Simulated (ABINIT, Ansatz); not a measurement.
# Calculated records

### Quasiparticle gap of CsLiMoO4 (F-43m) in ABINIT

The structure is cubic, space group F-43m (No. 216). The conventional cell has a = 8.392 Å, b = 8.392 Å, c = 8.392 Å, α = 90.00°, β = 90.00°, γ = 90.00°. Cs has 12 O at 3.49 Å nearest. Nearest to Li lie 4 O at 1.87 Å. Nearest to Mo lie 4 O at 1.76 Å. Nearest to O lie 1 Mo at 1.76 Å and 1 Li at 1.87 Å and 3 Cs at 3.49 Å. Farther neighbours, and contacts between anions beyond the nearest, are not listed.

```
Cs Li Mo O
1.0
     0.00000    4.19603    4.19603
     4.19603    0.00000    4.19603
     4.19603    4.19603    0.00000
Cs Li Mo O
1 1 1 4
Cartesian
  6.2940 6.2940 6.2940
  4.1960 4.1960 4.1960
  2.0980 2.0980 2.0980
  3.1152 5.2768 5.2768
  5.2768 5.2768 3.1152
  5.2768 3.1152 5.2768
  3.1152 3.1152 3.1152
```

* method: RPA screening on LDA, plane waves, norm-conserving pseudopotentials (and 2 further levels or steps)
* program: ABINIT 10.8.3
* settings: cutoff 36 Ha, PseudoDojo scalar-relativistic 0.4.1 standard, norm-conserving, ngkpt (2, 2, 2), nband 265, ecuteps 6.5 Ha, inclvkb 2, shiftk (0, 0, 0), symchi 1, awtr 1, frequency ppm, 2×2×2 k-mesh
* cost: 5 runs, 8.3 min in all on 4 MPI ranks of Arm Neoverse V1, shared host
* notes: The program’s warnings: nproc spkpt=  >= nkpt= * nsppol=. The cell and positions are those that the Materials Project relaxed with its own functionals (PBE, PBE+U or r2SCAN), kept fixed. Limits: no spin-orbit coupling. The 2×2×2 mesh is coarse for this cell, which bears on the long-range parts of exchange and screening.
* LDA gap: 4.43 eV, indirect
* G0W0 gap on the mesh: 6.23 eV
* GW settings: 2×2×2 mesh, 265 bands, screening to 176.9 eV, Godby-Needs plasmon pole
* known limits: short of the basis limit; no spin-orbit coupling; coarse k mesh

G0W0 moves the gap on the mesh from 4.43 eV to 6.23 eV (+1.80 eV), with Z of 0.77 and 0.88 at the edges. Local fields lower the RPA ε∞ on this mesh from 3.33 to 2.49; a Γ-centred mesh this coarse tends to raise both, most where the direct gap is narrow, while a short band sum lowers them.

[Long decimals in the printed logs are rounded to 6 places.]

[Logs are printed without paths, hosts, clocks, repeated set-up lines and the standing remarks that a program may print on its own settings, such as how far it seeks lower states.]

[Paths, hosts, dates, memory and timing lines, banners, echoed tables and standing remarks are left out of the program output; an Ansatz launch command may be rebuilt from the run's recorded settings. Measured values are a selection of at most five: reports struck by readers or far from the other reports are left out. None is set beside runs whose start may be inverted or whose files or cutoffs have a known fault.]

[Runs of the session that timed out or met a known fault of the program may be left out.]

[Hosts, paths, dates, database ids (printed as entryN), source tags and the programs' standing remarks are cut or masked in the printed files.]

[G0W0 gaps are taken among the corrected bands and points alone; a level outside them can change the order at an edge.]

[Where Ansatz stands beside ABINIT at settings called matched, ABINIT's density can come from a denser mesh and the files from another edition; pairs whose starting gaps differed by over 0.03 eV were left out, so agreement reads better than it is.]
